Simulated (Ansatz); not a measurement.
# Li on Mo(100): change of the work function, part 5 of 5

How does Li on the hollow site change the work function of Mo(100) as the layer fills?

Ansatz 0.2.0; plane-wave DFT, LDA, Ansatz PAW (the session's first sound run).

So far, work function, upper face (eV): step 2 (the clean slab) 4.24; step 4 (adsorbate added, k-mesh 5×5×1, coverage 0.5 ML) 3.10; step 5 (adsorbate added, k-mesh 10×10×1, coverage 1 ML) 3.28; step 7 (the slab at 0.25 ML, atoms frozen) 3.59; step 8 (the substrate of the 0.25 ML cell alone) 4.27.

## (11) The same run with other settings

This step: plane-wave DFT, LDA, Ansatz PAW (Ansatz 0.2.0).

System of this step: Li/Mo(100). The cell holds 6 atoms: 5 Mo and 1 Li. Its edges and angles: a = 3.150 Å, b = 3.150 Å, c = 25.945 Å, α = 90.0°, β = 90.0°, γ = 90.0°. Vacuum lies along c.

A run with a changed input: it repeats the earlier run at 1 ML with scf.occupations.width from 0.1 removed and scf.occupations.method from fermi_dirac to tetrahedron.

File input.yaml:

```yaml
crystal:
  lattice:
    - [3.15, 0.0, 0.0]
    - [0.0, 3.15, 0.0]
    - [0.0, 0.0, 25.9450118701]
  atoms:
    - { symbol: Mo, position: [0.0, 0.0, 0.3468874882] }
    - { symbol: Mo, position: [0.5, 0.5, 0.4075927987] }
    - { symbol: Mo, position: [0.0, 0.0, 0.4648596771] }
    - { symbol: Mo, position: [0.5, 0.5, 0.5270752622] }
    - { symbol: Mo, position: [0.0, 0.0, 0.577916297] }
    - { symbol: Li, position: [0.5, 0.5, 0.6531125118] }
kpoints:
  mp_grid: { grid: [10, 10, 1] }
hamiltonian:
  xc: lda
scf:
  occupations: { method: tetrahedron }
  convergence: { dr2_threshold: 1.0e-08 }
efield:
  axis: 3
  dipole_correction: true
  ramp_position: 0.97
  ramp_width: 0.06
relax:
  f_tol: 0.02
  max_steps: 60
  constraints: [{ sites: [0, 1] }]
output:
  bader: true
  write_potential: true
  write_density: true
  volumetric_format: npy
```

Launch:

```
ansatz run input.yaml --threads 4 --pin off --max-ram 12288MiB --backend cpu --events-out ev --progress --plain --runs-dir out
```

Numbers of over 12 decimals in the logs are rounded to 6 here.

The program printed:

```text
Warning: relax: with tetrahedron occupations the Hellmann–Feynman forces and the energy need not agree along the walk (scf.occupations.method in the input reference, under Limitations); prefer a smearing scheme for the relaxation and re-run the relaxed geometry with tetrahedron occupations for the final energies/DOS
[...]
Crystal: 6 atoms, lattice volume = 257.439 Å³
Basis set: ecut = 420 eV, 5055 PW (Γ)
Bands: 44, of which v1, the nominal top of the filled ones, is band 37 counted from 1 (36 counted from 0)
Symmetry: 8 space group operations
[...]
k-points: 21 of 100
[...]
SCF iter   1: F=—  HF=-24411.974540 eV  |F-HF|=—  |Δ(HF+E_count)|=         —  Δρ=1.11e-2  dr2=1.67e0  ethr=1.77e-3  p=0.081 e·Å  D=5.73e-2 V/Å  ΔV_dip=-1.49 eV  dr2_dipole=2.41e-1  V_vac-E_F(+/−)=2.85/4.33 eV  ⟨swp⟩=10.1  Hψ=4562  notcnv=0
[...]
SCF iter  17: F=-24411.892919 eV  HF=-24411.892919 eV  |F-HF|=5.42e-10  |Δ(HF+E_count)|=   4.66e-8  Δρ=4.28e-7  dr2=7.90e-10  ethr=1.37e-11  p=0.065 e·Å  D=4.58e-2 V/Å  ΔV_dip=-1.19 eV  dr2_dipole=4.32e-12  V_vac-E_F(+/−)=3.08/4.27 eV  ⟨swp⟩=8.0  Hψ=6194  notcnv=0
SCF 1 converged in 17 iterations: F = -24411.892919 eV  dr2 = 7.90e-10
[...]
relax step   1: F+E_penalty+E_count = -24411.89291927 eV  Δ(F+E_penalty+E_count) = +0.000e0 eV  max|allowed force component| = 8.315e-1 eV/Å  Δτ_max = 0.0000 Å  (17 SCF iters, accepted)
[...]
SCF iter   1: F=—  HF=-24412.028770 eV  |F-HF|=—  |Δ(HF+E_count)|=         —  Δρ=1.01e-2  dr2=4.19e0  ethr=3.10e-3  p=0.065 e·Å  D=4.58e-2 V/Å  ΔV_dip=-1.19 eV  dr2_dipole=1.61e0  V_vac-E_F(+/−)=3.15/4.33 eV  ⟨swp⟩=4.7  Hψ=2153  notcnv=0  defer=12
[...]
SCF iter  17: F=-24411.930666 eV  HF=-24411.930666 eV  |F-HF|=6.36e-9  |Δ(HF+E_count)|=   5.07e-7  Δρ=7.08e-7  dr2=5.96e-9  ethr=1.37e-11  p=0.048 e·Å  D=3.36e-2 V/Å  ΔV_dip=-0.87 eV  dr2_dipole=8.56e-10  V_vac-E_F(+/−)=3.41/4.28 eV  ⟨swp⟩=11.5  Hψ=6074  notcnv=0
SCF 2 converged in 17 iterations: F = -24411.930666 eV  dr2 = 5.96e-9
relax step   2: F+E_penalty+E_count = -24411.93066620 eV  Δ(F+E_penalty+E_count) = -3.775e-2 eV  max|allowed force component| = 6.684e-1 eV/Å  Δτ_max = 0.1949 Å  (17 SCF iters, accepted)
[...]
SCF iter  18: F=-24411.951931 eV  HF=-24411.951931 eV  |F-HF|=7.54e-9  |Δ(HF+E_count)|=   8.35e-7  Δρ=8.42e-7  dr2=8.97e-9  ethr=1.37e-11  p=0.052 e·Å  D=3.67e-2 V/Å  ΔV_dip=-0.95 eV  dr2_dipole=2.41e-10  V_vac-E_F(+/−)=3.30/4.25 eV  ⟨swp⟩=9.6  Hψ=6562  notcnv=0
SCF 3 converged in 18 iterations: F = -24411.951931 eV  dr2 = 8.97e-9
relax step   3: F+E_penalty+E_count = -24411.95193055 eV  Δ(F+E_penalty+E_count) = -2.126e-2 eV  max|allowed force component| = 1.090e-1 eV/Å  Δτ_max = 0.0874 Å  (18 SCF iters, accepted)
SCF iter   1: F=—  HF=-24411.953908 eV  |F-HF|=—  |Δ(HF+E_count)|=         —  Δρ=1.54e-3  dr2=1.92e-2  ethr=1.45e-3  p=0.052 e·Å  D=3.67e-2 V/Å  ΔV_dip=-0.95 eV  dr2_dipole=9.43e-4  V_vac-E_F(+/−)=3.29/4.24 eV  ⟨swp⟩=4.0  Hψ=1507  notcnv=0  defer=32
[...]
SCF iter  15: F=-24411.953150 eV  HF=-24411.953150 eV  |F-HF|=4.59e-9  |Δ(HF+E_count)|=   1.54e-6  Δρ=6.41e-7  dr2=4.30e-9  ethr=1.37e-11  p=0.053 e·Å  D=3.72e-2 V/Å  ΔV_dip=-0.96 eV  dr2_dipole=4.48e-10  V_vac-E_F(+/−)=3.29/4.26 eV  ⟨swp⟩=9.6  Hψ=6528  notcnv=0
SCF 4 converged in 15 iterations: F = -24411.953150 eV  dr2 = 4.30e-9
relax step   4: F+E_penalty+E_count = -24411.95314987 eV  Δ(F+E_penalty+E_count) = -1.219e-3 eV  max|allowed force component| = 1.525e-2 eV/Å  Δτ_max = 0.0257 Å  (15 SCF iters, accepted)
[...]
SCF converged after 15 iterations
Stability not checked: this state was not tested for a lower state beside it, because cold or Methfessel-Paxton smearing, or corrected tetrahedra, fill the levels in a way that the test cannot read (fill_not_monotonic; see scf.lower_state_search)
Free energy (F): -24411.953150 eV
[...]
Internal energy: -24411.953015 eV  (E = F + TS)
E sigma→0 (E₀):  -24411.953150 eV
Entropy (-TS):   -0.000135 eV (-0.022 meV/atom)
Fermi energy:    4.039809 eV
Dipole field:    D = 0.037154 V/Å  (p = 0.052859 e·Å, saw-weighted, corrected)
Work function:   Φ+ = 3.2949 eV   Φ− = 4.2588 eV
[...]
--- Forces (eV/Å), atoms counted from 1 ---
  atom   1  Mo     0.00000000    -0.00000000     1.62301355
  atom   2  Mo    -0.00000000     0.00000000    -1.59961369
  atom   3  Mo    -0.00000000     0.00000000    -0.01525418
  atom   4  Mo    -0.00000000    -0.00000000    -0.00341627
  atom   5  Mo     0.00000000    -0.00000000     0.00504679
  atom   6  Li    -0.00000000     0.00000000    -0.00966125
  max |Σ_I F_I| component: 1.15e-4 eV/Å
--- Band table (eV; the first three rows and the last of 21) ---
  k-point 0: bands = [... 33 lower, 3.2074, 3.2074, 3.6930, 3.8889, 3.9236, 3.9353, 3.9353, 5.2912, ... 3 higher]
  k-point 1: bands = [... 33 lower, 3.1952, 3.3506, 3.5131, 3.6940, 4.0388, 4.4006, 4.4796, 4.7164, ... 3 higher]
  k-point 2: bands = [... 33 lower, 3.0635, 3.2258, 3.2879, 3.9208, 4.3894, 4.5566, 4.7392, 4.9243, ... 3 higher]
  k-point 20: bands = [... 33 lower, 3.2099, 5.2394, 5.2394, 5.3232, 5.5069, 5.8465, 6.1594, 6.3059, ... 3 higher]
--- Relaxed structure (4 steps of the walk, 4 accepted, 0 SCFs on fresh bases) ---
  F+E_penalty+E_count = -24411.95314987 eV   max|allowed force component| = 1.525e-2 eV/Å
  atoms:
    - { symbol: Mo, position: [0.0, 0.0, 0.3468874882] }
    - { symbol: Mo, position: [0.500000, 0.500000, 0.407593] }
    - { symbol: Mo, position: [8.744801433084853e-19, 0, 0.465406] }
    - { symbol: Mo, position: [0.500000, 0.500000, 0.526858] }
    - { symbol: Mo, position: [2.642543269837013e-18, 0, 0.579568] }
    - { symbol: Li, position: [0.500000, 0.500000, 0.645958] }
--- Bader charges: 6 sites ---
  site symbol  charge [e]  shift [e]
     0     Mo     -0.0645     0.0000
     1     Mo      0.0339     0.0000
     2     Mo      0.0635     0.0000
     3     Mo     -0.0035     0.0000
     4     Mo     -0.8166     0.0006
     5     Li      0.7872     0.0006
  estimated error of the sums over rays = 5.7e-4 e
```

Wall time 51 s (4 threads of Arm Neoverse V1, shared host); peak memory 0.57 GiB; 3.3 min of CPU time.

The steps of the relaxation:

| step | energy less that of the first step (eV) | largest force component (eV/Å) |
| --- | --- | --- |
| 1 | 0.0000 | 0.8315 |
| 2 | -0.0377 | 0.6684 |
| 3 | -0.0590 | 0.1090 |
| 4 | -0.0602 | 0.0153 |

Forces are held to the 8 operations that the run works with; a distortion that breaks them can't arise in this run.

The atoms that moved most (Å):

| atom | dx | dy | dz | length |
| --- | --- | --- | --- | --- |
| Li6 | 0.000 | 0.000 | -0.186 | 0.186 |
| Mo5 | 0.000 | 0.000 | 0.043 | 0.043 |
| Mo3 | 0.000 | 0.000 | 0.014 | 0.014 |
| Mo4 | 0.000 | 0.000 | -0.006 | 0.006 |

The relaxed structure:

```
Mo Li
1.0
     3.15000    0.00000    0.00000
     0.00000    3.15000    0.00000
     0.00000    0.00000   25.94501
Mo Li
5 1
Direct
  0.00000 0.00000 0.34689
  0.50000 0.50000 0.40759
  0.00000 0.00000 0.46541
  0.50000 0.50000 0.52686
  0.00000 0.00000 0.57957
  0.50000 0.50000 0.64596
```

Numbers from this step:

```yaml
work_function_upper_face: 3.295 eV
work_function_lower_face: 4.259 eV
dipole_along_the_normal: 0.05286 e·Å
step_between_the_vacuum_levels: -0.9640 eV
```

| quantity | this run | earlier run | difference |
| --- | --- | --- | --- |
| work function, upper face (eV) | 3.295 | 3.277 | 0.018 |
| work function, lower face (eV) | 4.259 | 4.300 | -0.041 |
| dipole along the normal (e·Å) | 0.05286 | 0.05607 | -0.0032 |

What moves beyond 0.01 in its unit (for the dipole 0.5 % and 5e-5 e·Å): dipole along the normal (-0.00321 e·Å), work function, lower face (-0.0409 eV) and work function, upper face (+0.0176 eV).

## (12) Varying the input

This step: plane-wave DFT, LDA, Ansatz PAW, but for the change named below (Ansatz 0.2.0).

System of this step: Mo(100). The cell holds 5 atoms: 5 Mo. Cell: a = 3.150 Å, b = 3.150 Å, c = 24.300 Å, α = 90.0°, β = 90.0°, γ = 90.0°. Vacuum lies along c.

Another changed input: it repeats the earlier run at 0 ML with scf.occupations.width from 0.1 removed, scf.occupations.method from fermi_dirac to tetrahedron, hamiltonian.xc from lda to r2scan, scf.mixing.algorithm to msr1, scf.mixing.beta to 0.9 and scf.mixing.ndim to 8.

input.yaml, the sections that differ from step 11:

```yaml
crystal:
  lattice:
    - [3.15, 0.0, 0.0]
    - [0.0, 3.15, 0.0]
    - [0.0, 0.0, 24.3]
  atoms:
    - { symbol: Mo, position: [0.0, 0.0, 0.3703703704] }
    - { symbol: Mo, position: [0.5, 0.5, 0.4351851852] }
    - { symbol: Mo, position: [0.0, 0.0, 0.5] }
    - { symbol: Mo, position: [0.5, 0.5, 0.5648148148] }
    - { symbol: Mo, position: [0.0, 0.0, 0.6296296296] }
hamiltonian:
  xc: r2scan
scf:
  occupations: { method: tetrahedron }
  convergence: { dr2_threshold: 1.0e-08 }
  mixing: { algorithm: msr1, beta: 0.9, ndim: 8 }
output:
  write_potential: true
  write_density: true
  volumetric_format: npy
# kpoints, efield, relax: as in step 11
```

The program printed:

```text
[...]
Crystal: 5 atoms, lattice volume = 241.117 Å³
Basis set: ecut = 500 eV, 6069 PW (Γ), exchange–correlation on 96×96×720 points (64 copies of the dense FFT grid, shifted against one another)
Bands: 42, of which v1, the nominal top of the filled ones, is band 35 counted from 1 (34 counted from 0)
Symmetry: 8 space group operations
k-points: 21 of 100
[...]
SCF iter   1: F=—  HF=-24833.199101 eV  |F-HF|=—  |Δ(HF+E_count)|=         —  Δρ=8.73e-3  dr2=4.58e-1  dr2_τ=9.79e-2  ethr=1.77e-3  p=0.000 e·Å  D=6.24e-15 V/Å  ΔV_dip=-0.00 eV  dr2_dipole=3.04e-8  V_vac-E_F(+/−)=3.96/3.96 eV  ⟨swp⟩=9.1  Hψ=4313  notcnv=0
[...]
SCF iter  24: F=-24833.179266 eV  HF=-24833.179266 eV  |F-HF|=1.46e-9  |Δ(HF+E_count)|=   2.94e-7  Δρ=9.80e-7  dr2=3.21e-9  dr2_τ=7.48e-11  ethr=1.43e-11  p=0.000 e·Å  D=1.09e-6 V/Å  ΔV_dip=-0.00 eV  dr2_dipole=2.50e-11  V_vac-E_F(+/−)=3.84/3.84 eV  ⟨swp⟩=7.9  Hψ=5613  notcnv=0
SCF 1 converged in 24 iterations: F = -24833.179266 eV  dr2 = 3.21e-9
[...]
relax step   1: F+E_penalty+E_count = -24833.17926573 eV  Δ(F+E_penalty+E_count) = +0.000e0 eV  max|allowed force component| = 1.437e0 eV/Å  Δτ_max = 0.0000 Å  (24 SCF iters, accepted)
[...]
SCF iter  21: F=-24833.334963 eV  HF=-24833.334963 eV  |F-HF|=3.90e-9  |Δ(HF+E_count)|=   1.52e-6  Δρ=1.98e-6  dr2=7.36e-9  dr2_τ=8.01e-10  ethr=6.46e-12  p=0.005 e·Å  D=3.72e-3 V/Å  ΔV_dip=-0.09 eV  dr2_dipole=5.92e-10  V_vac-E_F(+/−)=3.80/3.89 eV  ⟨swp⟩=9.2  Hψ=6855  notcnv=0
SCF 2 converged in 21 iterations: F = -24833.334963 eV  dr2 = 7.36e-9
relax step   2: F+E_penalty+E_count = -24833.33496341 eV  Δ(F+E_penalty+E_count) = -1.557e-1 eV  max|allowed force component| = 7.839e-1 eV/Å  Δτ_max = 0.1947 Å  (21 SCF iters, accepted)
SCF iter   1: F=—  HF=-24832.638218 eV  |F-HF|=—  |Δ(HF+E_count)|=         —  Δρ=1.13e-2  dr2=4.23e0  dr2_τ=2.19e0  ethr=3.10e-3  p=0.005 e·Å  D=3.72e-3 V/Å  ΔV_dip=-0.09 eV  dr2_dipole=1.65e0  V_vac-E_F(+/−)=3.76/3.85 eV  ⟨swp⟩=5.0  Hψ=2087  notcnv=0  defer=15
[...]
SCF iter  21: F=-24833.366130 eV  HF=-24833.366130 eV  |F-HF|=2.66e-9  |Δ(HF+E_count)|=   2.45e-7  Δρ=8.60e-7  dr2=3.71e-9  dr2_τ=7.14e-11  ethr=1.43e-11  p=0.009 e·Å  D=6.84e-3 V/Å  ΔV_dip=-0.17 eV  dr2_dipole=7.97e-10  V_vac-E_F(+/−)=3.76/3.93 eV  ⟨swp⟩=12.1  Hψ=7155  notcnv=0
SCF 3 converged in 21 iterations: F = -24833.366130 eV  dr2 = 3.71e-9
relax step   3: F+E_penalty+E_count = -24833.36612987 eV  Δ(F+E_penalty+E_count) = -3.117e-2 eV  max|allowed force component| = 4.212e-1 eV/Å  Δτ_max = 0.1108 Å  (21 SCF iters, accepted)
[...]
relax step   4: F+E_penalty+E_count = -24833.37829169 eV  Δ(F+E_penalty+E_count) = -1.216e-2 eV  max|allowed force component| = 9.747e-2 eV/Å  Δτ_max = 0.0626 Å  (23 SCF iters, accepted)
SCF iter   1: F=—  HF=-24833.364209 eV  |F-HF|=—  |Δ(HF+E_count)|=         —  Δρ=1.19e-3  dr2=2.47e-2  dr2_τ=2.74e-2  ethr=3.32e-4  p=0.010 e·Å  D=7.13e-3 V/Å  ΔV_dip=-0.17 eV  dr2_dipole=7.85e-3  V_vac-E_F(+/−)=3.75/3.92 eV  ⟨swp⟩=4.3  Hψ=1648  notcnv=0  defer=24
[...]
SCF iter  18: F=-24833.378800 eV  HF=-24833.378800 eV  |F-HF|=5.47e-9  |Δ(HF+E_count)|=   1.33e-6  Δρ=1.08e-6  dr2=4.96e-9  dr2_τ=1.26e-10  ethr=1.43e-11  p=0.009 e·Å  D=6.90e-3 V/Å  ΔV_dip=-0.17 eV  dr2_dipole=1.71e-9  V_vac-E_F(+/−)=3.76/3.92 eV  ⟨swp⟩=10.2  Hψ=6107  notcnv=0
SCF 5 converged in 18 iterations: F = -24833.378800 eV  dr2 = 4.96e-9
relax step   5: F+E_penalty+E_count = -24833.37880028 eV  Δ(F+E_penalty+E_count) = -5.086e-4 eV  max|allowed force component| = 1.544e-2 eV/Å  Δτ_max = 0.0153 Å  (18 SCF iters, accepted)
[...]
SCF iter   1: F=—  HF=-24833.378800 eV  |F-HF|=—  |Δ(HF+E_count)|=         —  Δρ=1.08e-6  dr2=4.96e-9  dr2_τ=1.26e-10  ethr=7.02e-12  p=0.009 e·Å  D=6.90e-3 V/Å  ΔV_dip=-0.17 eV  dr2_dipole=1.71e-9  V_vac-E_F(+/−)=3.76/3.92 eV  ⟨swp⟩=2.2  Hψ=3738  notcnv=0  defer=30
efield: sawtooth ramp at fractional position 0.9700 (kept from the solve that this one continues, or follows in the run), width 0.0600; the density the first Hamiltonian is built on has a dipole p = 0.009 e·Å; the dipole correction subtracts the counter field D = 6.90e-3 V/Å, which shifts the + side's vacuum level by -0.17 eV against the − side's; the planar-averaged density in the ramp window peaks in size at 1.5e-6 e/Å³
SCF iter   2: F=—  HF=-24833.378817 eV  |F-HF|=—  |Δ(HF+E_count)|=   1.62e-5  Δρ=3.08e-5  dr2=6.14e-5  dr2_τ=2.82e-7  ethr=7.02e-12  p=0.009 e·Å  D=6.85e-3 V/Å  ΔV_dip=-0.17 eV  dr2_dipole=2.73e-5  V_vac-E_F(+/−)=3.76/3.92 eV  ⟨swp⟩=15.3  Hψ=6815  notcnv=0  recentre
[...]
SCF iter   5: F=-24833.378800 eV  HF=-24833.378800 eV  |F-HF|=1.42e-10  |Δ(HF+E_count)|=   8.34e-7  Δρ=3.15e-7  dr2=1.55e-10  dr2_τ=2.61e-11  ethr=7.02e-12  p=0.009 e·Å  D=6.90e-3 V/Å  ΔV_dip=-0.17 eV  dr2_dipole=2.40e-13  V_vac-E_F(+/−)=3.76/3.93 eV  ⟨swp⟩=7.8  Hψ=5833  notcnv=0
SCF 6 converged in 5 iterations: F = -24833.378800 eV  dr2 = 1.55e-10
[...]
SCF converged after 5 iterations
[...]
Free energy (F): -24833.378800 eV
[...]
Internal energy: -24833.378663 eV  (E = F + TS)
E sigma→0 (E₀):  -24833.378800 eV
Entropy (-TS):   -0.000137 eV (-0.027 meV/atom)
Fermi energy:    4.290852 eV
Dipole field:    D = 0.006897 V/Å  (p = 0.009190 e·Å, saw-weighted, corrected)
Work function:   Φ+ = 3.7574 eV   Φ− = 3.9250 eV
[...]
--- Forces (eV/Å), atoms counted from 1 ---
  atom   1  Mo     0.00000000     0.00000000     1.26648944
  atom   2  Mo    -0.00000000     0.00000000    -1.26072981
  atom   3  Mo    -0.00000000     0.00000000    -0.01175999
  atom   4  Mo     0.00000000     0.00000000    -0.00941959
  atom   5  Mo    -0.00000000     0.00000000     0.01545466
  max |Σ_I F_I| component: 3.47e-5 eV/Å
--- Band table (eV; the first three rows and the last of 21) ---
  k-point 0: bands = [... 31 lower, 3.3907, 3.3907, 3.8711, 4.1528, 4.1528, 4.2429, 4.2443, 4.2867, ... 3 higher]
  k-point 1: bands = [... 31 lower, 3.3614, 3.5586, 3.6669, 3.7499, 4.2520, 4.4790, 4.6197, 4.9203, ... 3 higher]
  k-point 2: bands = [... 31 lower, 3.0478, 3.4054, 3.4144, 3.6004, 4.6549, 4.7885, 4.9725, 5.0362, ... 3 higher]
  k-point 20: bands = [... 31 lower, 3.5050, 3.5050, 5.7998, 5.9598, 6.1262, 6.1262, 6.4133, 6.6486, ... 3 higher]
--- Relaxed structure (5 steps of the walk, 5 accepted, 0 SCFs on fresh bases) ---
  F+E_penalty+E_count = -24833.37880028 eV   max|allowed force component| = 1.544e-2 eV/Å
  atoms:
    - { symbol: Mo, position: [0.0, 0.0, 0.3703703704] }
    - { symbol: Mo, position: [0.5, 0.5, 0.4351851852] }
    - { symbol: Mo, position: [0, 0.0, 0.498016] }
    - { symbol: Mo, position: [0.5, 0.5, 0.565624] }
    - { symbol: Mo, position: [0, 0.0, 0.621593] }
```

Elapsed: 2 min, on 4 threads; peak memory 0.99 GiB; 7.8 min of CPU time.

Step by step:

| step | energy less that of the first step (eV) | largest force component (eV/Å) |
| --- | --- | --- |
| 1 | 0.0000 | 1.4373 |
| 2 | -0.1557 | 0.7839 |
| 3 | -0.1869 | 0.4212 |
| 4 | -0.1990 | 0.0975 |
| 5 | -0.1995 | 0.0154 |

Forces are held to the 8 operations that the run works with; a distortion that breaks them can't arise in this run.

The atoms that moved most (Å):

| atom | dx | dy | dz | length |
| --- | --- | --- | --- | --- |
| Mo5 | 0.000 | 0.000 | -0.195 | 0.195 |
| Mo3 | 0.000 | 0.000 | -0.048 | 0.048 |
| Mo4 | 0.000 | 0.000 | 0.020 | 0.020 |

The relaxed structure:

```cif
data_structure
_symmetry_space_group_name_H-M 'P 1'
_symmetry_Int_Tables_number 1
_cell_length_a 3.1500
_cell_length_b 3.1500
_cell_length_c 24.3000
_cell_angle_alpha 90.000
_cell_angle_beta 90.000
_cell_angle_gamma 90.000
_cell_volume 241.12
loop_
_atom_site_label
_atom_site_type_symbol
_atom_site_fract_x
_atom_site_fract_y
_atom_site_fract_z
_atom_site_occupancy
Mo1 Mo 0.00000 0.00000 0.37037 1
Mo2 Mo 0.50000 0.50000 0.43519 1
Mo3 Mo 0.00000 0.00000 0.49802 1
Mo4 Mo 0.50000 0.50000 0.56562 1
Mo5 Mo 0.00000 0.00000 0.62159 1
```

Numbers from this step:

- work function, upper face: 3.757 eV
- work function, lower face: 3.925 eV
- dipole along the normal: 0.009190 e·Å
- step between the vacuum levels: -0.1676 eV

| quantity | this run | earlier run | difference |
| --- | --- | --- | --- |
| work function, upper face (eV) | 3.757 | 4.241 | -0.48 |
| work function, lower face (eV) | 3.925 | 4.312 | -0.39 |
| dipole along the normal (e·Å) | 0.009190 | 0.003905 | 0.0053 |

What moves beyond 0.01 in its unit (for the dipole 0.5 % and 5e-5 e·Å): dipole along the normal (+0.00529 e·Å), work function, upper face (-0.484 eV) and work function, lower face (-0.387 eV).

## (13) What came out

```yaml
work_function_of_the_clean_face: 4.24 eV
work_function_at_0p25_ml: 3.59 eV
work_function_at_0p5_ml: 3.10 eV
work_function_at_1_ml: 3.28 eV
dipole_per_adsorbate_at_0p25_ml_positive_end_outwards: 0.67 D
step_of_the_potential_from_the_moved_charge_at_0p25_ml_upper_less_lower_side_atoms_held: -0.670 eV
```

**Reading.** Li lowers the work function of Mo(100) at the lowest coverage, by 0.65 eV: the adsorbate layer has its positive end outwards. The dipole per adsorbate falls from 0.67 to 0.25 D as the layer fills. Neighbouring dipoles depolarise each other, and heights and bonding change with coverage too. The work function passes a minimum near 0.5 ML among the coverages run and rises again. The slab has 5 layers, at the tabulated experimental lattice constant, one starting site was run, and quantum-size effects of a slab this thin can reach one or two tenths of an eV.

[Logs are printed without paths, hosts, clocks, repeated set-up lines and the standing remarks that a program may print on its own settings, such as how far it seeks lower states.]

[Hosts, paths, dates, database ids (printed as entryN), source tags and the programs' standing remarks are cut or masked in the printed files.]

[Maps of the electrostatic potential energy from Ansatz leave out the sawtooth potential of an applied field or a dipole correction, so their vacuum need not be flat; planar profiles and work functions include it.]
